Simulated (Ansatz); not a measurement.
# Ge (Fd-3m, 2 atoms in the cell) under biaxial strain in the (111) plane, part 2 of 2

Wanted: the shifts of the zone-centre modes of Ge (Fd-3m, 2 atoms in the cell) with strain.

Ansatz 0.2.0; DFT PBEsol, scalar-relativistic, plane waves, PAW; PAW set soft_1.

So far, highest optical mode at the zone centre (no LO-TO term) (cm⁻¹): step 4 (modes at rest) 289.

### Step 5. A member of the series: biaxial strain of -1 % in the (111) plane

The cell takes a biaxial strain of -1 % in the (111) plane. The strained lengths are held, while the rest of the cell and the atoms relax.

input.yaml

```yaml
crystal:
  lattice:
    - [0.0189184816, 2.8283129957, 2.8283129957]
    - [2.8283129957, 0.0189184816, 2.8283129957]
    - [2.8283129957, 2.8283129957, 0.0189184816]
  atoms:
    - { symbol: Ge, position: [0.4999723089, 0.4999723089, 0.4999723089] }
    - { symbol: Ge, position: [0.7500276911, 0.7500276911, 0.7500276911] }
  conventional_axes: [[-1, 1, 0], [0, -1, 1], [1, 1, 1]]
kpoints:
  mp_grid: { grid: [12, 12, 12], shift: [0.5, 0.5, 0.5] }
hamiltonian:
  xc: pbesol
  pseudopotentials: { kind: paw, azcp: { folder: soft_1 }, xc_functional: pbe }
scf:
  occupations: { method: gaussian, width: 0.015 }
output:
  forces: true
  stress: true
  eigenvalues: true
relax:
  adjacent_minimum: "off"
  f_tol: 0.001
  max_steps: 60
  cell: { stress_tol: 0.01, fix: [a, b, angles] }
```

On the command line:

```console
$ ansatz run input.yaml --threads 4 --pin off --max-ram 10240MiB --backend cpu --events-out ev --progress --plain --runs-dir out
```

Numbers of over 12 decimals in the logs are rounded to 6 here.

What it wrote:

```text
[...]
Crystal: 2 atoms, lattice volume = 44.795 Å³
Basis set: ecut = 420 eV, 893 PW (Γ), exchange–correlation on 54×54×54 points (8 copies of the dense FFT grid, shifted against one another)
Bands: 18, of which v1, the nominal top of the filled ones, is band 14 counted from 1 (13 counted from 0)
Symmetry: 12 space group operations
[...]
k-points: 182 of 1728
[...]
k-point 181: bands = [... 10 lower, -2.2254, 0.8597, 6.3506, 7.0393, 9.5355, 12.1419, 12.5429, 15.9138]
--- Relaxed structure (4 steps of the walk, 4 accepted, 1 SCFs on fresh bases) ---
[...]
cell:  # Å, volume = 44.9580 Å³
    - [0.025790, 2.835184, 2.835184]
    - [2.835184, 0.025790, 2.835184]
    - [2.835184, 2.835184, 0.025790]
  atoms:
    - { symbol: Ge, position: [0.500580, 0.500580, 0.500580] }
    - { symbol: Ge, position: [0.749420, 0.749420, 0.749420] }
[key lines of the parts left out:]
SCF converged after 5 iterations
Free energy (F): -8507.002753 eV
Fermi energy:    8.648929 eV
P = ⅓ Tr σ = 1.1602 GPa (11.602 kbar)
```

The job ended after 8.5 s (4 threads of Arm Neoverse V2, shared host; peak memory 0.44 GiB).

Relaxation path:

```csv
step,energy less that of the first step (eV),largest force component (eV/Å),pressure (GPa),volume (Å³)
1,0.0000,0.0586,1.44,44.80
2,-0.0007,0.0077,1.10,45.00
3,-0.0007,0.0007,1.16,44.96
4,-0.0007,0.0000,1.16,44.96
5*,-0.0007,0.0000,1.16,44.96
```

Relaxation steps marked * repeat the geometry before them on a plane-wave basis chosen anew for their cell, so energy and pressure can jump there.

The run keeps the 12 symmetry operations that it works with, so distortions that break them were not tested.

```csv
"conventional cell, symmetrised",before,after,change
a (Å),3.973,3.973,-0.0 %
b (Å),3.973,3.973,-0.0 %
c (Å),9.830,9.866,+0.4 %
volume (Å³/atom),22.40,22.48,+0.4 %
```

The relaxed structure:

```cif
data_structure
_symmetry_space_group_name_H-M 'P 1'
_symmetry_Int_Tables_number 1
_cell_length_a 4.0096
_cell_length_b 4.0096
_cell_length_c 4.0096
_cell_angle_alpha 59.398
_cell_angle_beta 59.398
_cell_angle_gamma 59.398
_cell_volume 44.96
loop_
_atom_site_label
_atom_site_type_symbol
_atom_site_fract_x
_atom_site_fract_y
_atom_site_fract_z
_atom_site_occupancy
Ge1 Ge 0.50058 0.50058 0.50058 1
Ge2 Ge 0.74942 0.74942 0.74942 1
```

Numbers from this step:

```yaml
pressure: 1.160 GPa
gap_on_the_k_mesh: 0.2989 eV
volume_per_atom: 22.48 Å³
```

The largest force component left is 0.0010 meV/Å.

### Step 6. Modes of this member: biaxial strain of -1 % in the (111) plane

The zone-centre modes follow for biaxial strain of -1 % in the (111) plane.

input.yaml, the sections that differ from step 5:

```yaml
crystal:
  lattice:
    - [0.0257895057, 2.8351840198, 2.8351840198]
    - [2.8351840198, 0.0257895057, 2.8351840198]
    - [2.8351840198, 2.8351840198, 0.0257895057]
  atoms:
    - { symbol: Ge, position: [0.5005796096, 0.5005796096, 0.5005796096] }
    - { symbol: Ge, position: [0.7494203904, 0.7494203904, 0.7494203904] }
output:
  eigenvalues: true
phonons:
  method: dfpt
# kpoints, hamiltonian, scf: as in step 5
# relax: removed
```

What it wrote:

```text
[...]
Crystal: 2 atoms, lattice volume = 44.958 Å³
Basis set: ecut = 420 eV, 893 PW (Γ), exchange–correlation on 64×64×64 points (8 copies of the dense FFT grid, shifted against one another)
Bands: 18, of which v1, the nominal top of the filled ones, is band 14 counted from 1 (13 counted from 0)
Symmetry: 12 space group operations
k-points: 468 of 1728 (irreducible under 2 space group operations, time reversal used)
[...]
SCF iter   1: F=—  HF=-8507.074512 eV  |F-HF|=—  |Δ(HF+E_count)|=         —  Δρ=3.56e-2  dr2=4.53e-1  ethr=3.10e-3  ⟨swp⟩=6.0  Hψ=38828  notcnv=0
[...]
SCF iter   9: F=-8507.002753 eV  HF=-8507.002753 eV  |F-HF|=1.82e-12  |Δ(HF+E_count)|=  6.91e-11  Δρ=2.21e-8  dr2=1.21e-13  ethr=1.00e-12  ⟨swp⟩=5.8  Hψ=32286  notcnv=0
SCF 1 converged in 9 iterations: F = -8507.002753 eV  dr2 = 1.21e-13
[...]
SCF converged after 9 iterations
Free energy (F): -8507.002753 eV
[...]
Internal energy: -8507.002753 eV  (E = F + TS)
E sigma→0 (E₀):  -8507.002753 eV
Fermi energy:    8.648929 eV
[...]
--- Band table (eV; the first three rows and the last of 468) ---
  k-point 0: bands = [... 10 lower, -4.3226, 7.7009, 8.4992, 8.4992, 9.1388, 11.0263, 11.1384, 11.1384]
  k-point 1: bands = [... 10 lower, -4.2086, 6.5913, 7.9213, 8.4165, 9.7172, 11.2622, 11.2991, 11.8004]
  k-point 2: bands = [... 10 lower, -3.9264, 5.0459, 7.4439, 8.0816, 9.6152, 11.6844, 11.9038, 12.9545]
  k-point 467: bands = [... 10 lower, -2.1959, 0.8661, 6.7859, 7.0450, 8.8545, 12.1020, 12.3041, 15.5417]
[...]
ASR residual: 1.077e-6 → 0.000e0 eV/Å²; symmetrization residual: 1.990e-12 eV/Å²
  ASR residual per site (eV/Å²): 1.08e-6 1.08e-6
  Γ frequencies (cm⁻¹): 0.00 0.00 0.00 291.37 294.89 294.89
[...]
```

Wall time 17 s (4 threads); peak memory 1.3 GiB; 63 s of CPU time.

This step gave:

```
sum-rule residual before enforcement                    : 1.08e-6 eV/Å²
highest optical mode at the zone centre (no LO-TO term) : 294.9 cm⁻¹
lowest optical zone-centre mode                         : 291.4 cm⁻¹
```

Patterns of degenerate modes are one choice out of their space. Modes at Γ:

```csv
mode,frequency (cm⁻¹)
1,0.0
2,0.0
3,0.0
4,291.4
5,294.9
6,294.9
```

The lowest optical mode is real, 291 cm⁻¹, and the highest lies at 294.9 cm⁻¹.

For the highest optical mode at the zone centre (no LO-TO term), step 4 gave 289 cm⁻¹; this run, with strain -1 %, gives 295 cm⁻¹ (+2 %).

### Step 7. A member of the series: biaxial strain of -4 % in the (111) plane

The cell takes a biaxial strain of -4 % in the (111) plane. The strained lengths are held, while the rest of the cell and the atoms relax.

input.yaml, the sections that differ from step 6:

```yaml
crystal:
  lattice:
    - [0.0978332927, 2.8220946399, 2.8220946399]
    - [2.8220946399, 0.0978332927, 2.8220946399]
    - [2.8220946399, 2.8220946399, 0.0978332927]
  atoms:
    - { symbol: Ge, position: [0.5019027845, 0.5019027845, 0.5019027845] }
    - { symbol: Ge, position: [0.7480972155, 0.7480972155, 0.7480972155] }
  conventional_axes: [[-1, 1, 0], [0, -1, 1], [1, 1, 1]]
output:
  forces: true
  stress: true
  eigenvalues: true
relax:
  adjacent_minimum: "off"
  f_tol: 0.001
  max_steps: 60
  cell: { stress_tol: 0.01, fix: [a, b, angles] }
# kpoints, hamiltonian, scf: as in step 6
# phonons: removed
```

What it wrote:

```text
[...]
Crystal: 2 atoms, lattice volume = 42.615 Å³
Basis set: ecut = 420 eV, 851 PW (Γ), exchange–correlation on 54×54×54 points (8 copies of the dense FFT grid, shifted against one another)
Bands: 18, of which v1, the nominal top of the filled ones, is band 14 counted from 1 (13 counted from 0)
Symmetry: 12 space group operations
[...]
k-points: 182 of 1728
[...]
k-point 181: bands = [... 10 lower, -2.0072, 1.2240, 7.1886, 7.8823, 10.8445, 13.0490, 13.4816, 16.8896]
--- Relaxed structure (4 steps of the walk, 4 accepted, 1 SCFs on fresh bases) ---
[...]
cell:  # Å, volume = 42.7979 Å³
    - [0.106046, 2.830307, 2.830307]
    - [2.830307, 0.106046, 2.830307]
    - [2.830307, 2.830307, 0.106046]
  atoms:
    - { symbol: Ge, position: [0.502615, 0.502615, 0.502615] }
    - { symbol: Ge, position: [0.747385, 0.747385, 0.747385] }
[key lines of the parts left out:]
SCF converged after 5 iterations
Free energy (F): -8506.924073 eV
Fermi energy:    9.420000 eV
P = ⅓ Tr σ = 5.2348 GPa (52.348 kbar)
```

Run time: 7.7 s. Hardware: 4 threads; peak memory 0.43 GiB; 29 s of CPU time.

Step by step:

```csv
step,energy less that of the first step (eV),largest force component (eV/Å),pressure (GPa),volume (Å³)
1,0.0000,0.0772,5.68,42.62
2,-0.0011,0.0010,5.20,42.82
3,-0.0011,0.0007,5.23,42.80
4,-0.0011,0.0000,5.23,42.80
5*,-0.0012,0.0000,5.23,42.80
```

Relaxation steps marked * repeat the geometry before them on a plane-wave basis chosen anew for their cell, so energy and pressure can jump there.

The run keeps the 12 symmetry operations that it works with, so distortions that break them were not tested.

```csv
"conventional cell, symmetrised",before,after,change
a (Å),3.853,3.853,+0.0 %
b (Å),3.853,3.853,+0.0 %
c (Å),9.945,9.988,+0.4 %
volume (Å³/atom),21.31,21.40,+0.4 %
```

The relaxed structure:

```cif
data_structure
_symmetry_space_group_name_H-M 'P 1'
_symmetry_Int_Tables_number 1
_cell_length_a 4.0041
_cell_length_b 4.0041
_cell_length_c 4.0041
_cell_angle_alpha 57.514
_cell_angle_beta 57.514
_cell_angle_gamma 57.514
_cell_volume 42.80
loop_
_atom_site_label
_atom_site_type_symbol
_atom_site_fract_x
_atom_site_fract_y
_atom_site_fract_z
_atom_site_occupancy
Ge1 Ge 0.50261 0.50261 0.50261 1
Ge2 Ge 0.74739 0.74739 0.74739 1
```

Numbers from this step:

```yaml
pressure: 5.235 GPa
gap_on_the_k_mesh: 0.1474 eV
volume_per_atom: 21.40 Å³
```

The largest force component left is 0.020 meV/Å.

### Step 8. Zone-centre modes of the member: biaxial strain of -4 % in the (111) plane

The zone-centre modes follow for biaxial strain of -4 % in the (111) plane.

input.yaml, the sections that differ from step 7:

```yaml
crystal:
  lattice:
    - [0.1060460736, 2.8303074208, 2.8303074208]
    - [2.8303074208, 0.1060460736, 2.8303074208]
    - [2.8303074208, 2.8303074208, 0.1060460736]
  atoms:
    - { symbol: Ge, position: [0.5026147141, 0.5026147141, 0.5026147141] }
    - { symbol: Ge, position: [0.7473852859, 0.7473852859, 0.7473852859] }
output:
  eigenvalues: true
phonons:
  method: dfpt
# kpoints, hamiltonian, scf: as in step 7
# relax: removed
```

What it wrote:

```text
[...]
Crystal: 2 atoms, lattice volume = 42.798 Å³
Basis set: ecut = 420 eV, 851 PW (Γ), exchange–correlation on 64×64×64 points (8 copies of the dense FFT grid, shifted against one another)
Bands: 18, of which v1, the nominal top of the filled ones, is band 14 counted from 1 (13 counted from 0)
Symmetry: 12 space group operations
k-points: 468 of 1728 (irreducible under 2 space group operations, time reversal used)
[...]
k-point 1: bands = [... 10 lower, -3.9166, 7.2650, 8.4491, 9.2364, 10.5806, 12.0614, 12.1267, 12.5763]
  k-point 2: bands = [... 10 lower, -3.6157, 5.7988, 7.7826, 8.8454, 10.4361, 12.5585, 12.5989, 13.8942]
  k-point 467: bands = [... 10 lower, -1.7057, 1.3273, 7.2080, 7.6945, 9.4940, 12.6845, 13.0115, 16.1266]
[...]
ASR residual: 1.945e-5 → 0.000e0 eV/Å²; symmetrization residual: 1.865e-12 eV/Å²
  ASR residual per site (eV/Å²): 1.95e-5 1.95e-5
  Γ frequencies (cm⁻¹): 0.00 0.00 0.00 300.74 311.76 311.76
[...]
[key lines of the parts left out:]
SCF converged after 9 iterations
Free energy (F): -8506.924073 eV
Fermi energy:    9.420000 eV
```

Run time: 16 s. Hardware: 4 threads; peak memory 1.3 GiB.

Numbers from this step:

```
sum-rule residual before enforcement                    : 1.95e-5 eV/Å²
highest optical mode at the zone centre (no LO-TO term) : 311.8 cm⁻¹
lowest optical zone-centre mode                         : 300.7 cm⁻¹
```

Patterns of degenerate modes are one choice out of their space. Modes at Γ:

```csv
mode,frequency (cm⁻¹)
1,0.0
2,0.0
3,0.0
4,300.7
5,311.8
6,311.8
```

The lowest optical mode is real, 301 cm⁻¹, and the highest lies at 311.8 cm⁻¹.

Between step 4 and this run (strain -4 %) the value for the highest optical mode at the zone centre (no LO-TO term) moves from 289 cm⁻¹ to 312 cm⁻¹ (+8 %).

### Step 9. All members side by side

The members are set side by side, also those not shown above.

Stress is positive in compression; energies are extrapolated to zero smearing, and E0 is that at rest; members with a gap under 0.05 eV are left out; the edges not held and the atoms are relaxed in each cell; all runs use 12×12×12 k points and Gaussian smearing of 0.015 eV. State of the crystal along the series:

```csv
strain (%),in-plane stress (GPa),free strain along [111] (%),E - E0 (meV/atom)
-4,7.853,1.605,41.79
-3,5.659,1.171,22.98
-2,3.622,0.7573,9.986
-1,1.74,0.3632,2.45
0,0.006625,0,0
```

Optical modes are counted from below at rest and tracked from member to member by their patterns, and modes that stay within 0.3 cm⁻¹ of each other stand once; labels, where given, are those at rest; members with a gap under 0.05 eV are left out; the edges not held and the atoms are relaxed in each cell; all runs use 12×12×12 k points and Gaussian smearing of 0.015 eV. Optical modes along the series:

```csv
strain (%),"optical mode 1, singlet (cm⁻¹)","optical mode 2, doublet (cm⁻¹)"
-4,300.7,311.8
-3,297.4,306.5
-2,294.2,300.9
-1,291.4,294.9
0,288.6,288.6
```

### Step 10. Summary of results

```json
{
 "members": "5",
 "highest optical mode at the zone centre (no LO-TO term), at rest": "288.6 cm⁻¹"
}
```

The strain lowers the symmetry: the level at 288.6 cm⁻¹ splits, into 300.7 and 311.8 cm⁻¹ at -4 %. At strain (%) 1, 2, 3 and 4 the gap on the mesh is under 0.05 eV, where mesh and smearing no longer suit, so these members are left out. These are harmonic frequencies at zero temperature: anharmonic shifts, linewidths and thermal expansion are left out. The PAW files were made for PBE; the program adapts parts of them to the functional of the run, but their partial waves stay those of PBE, an approximation that was not tested in this session. Only the zone centre was solved, so an instability at another wavevector cannot show here. The k mesh is shifted off Γ, so the gap on the mesh misses a band edge that lies there. The shift also lowers the symmetry that the program can use, which splits degenerate modes slightly; labels are left out.

[Logs are printed without paths, hosts, clocks, repeated set-up lines and the standing remarks that a program may print on its own settings, such as how far it seeks lower states.]

[Hosts, paths, dates, database ids (printed as entryN), source tags and the programs' standing remarks are cut or masked in the printed files.]
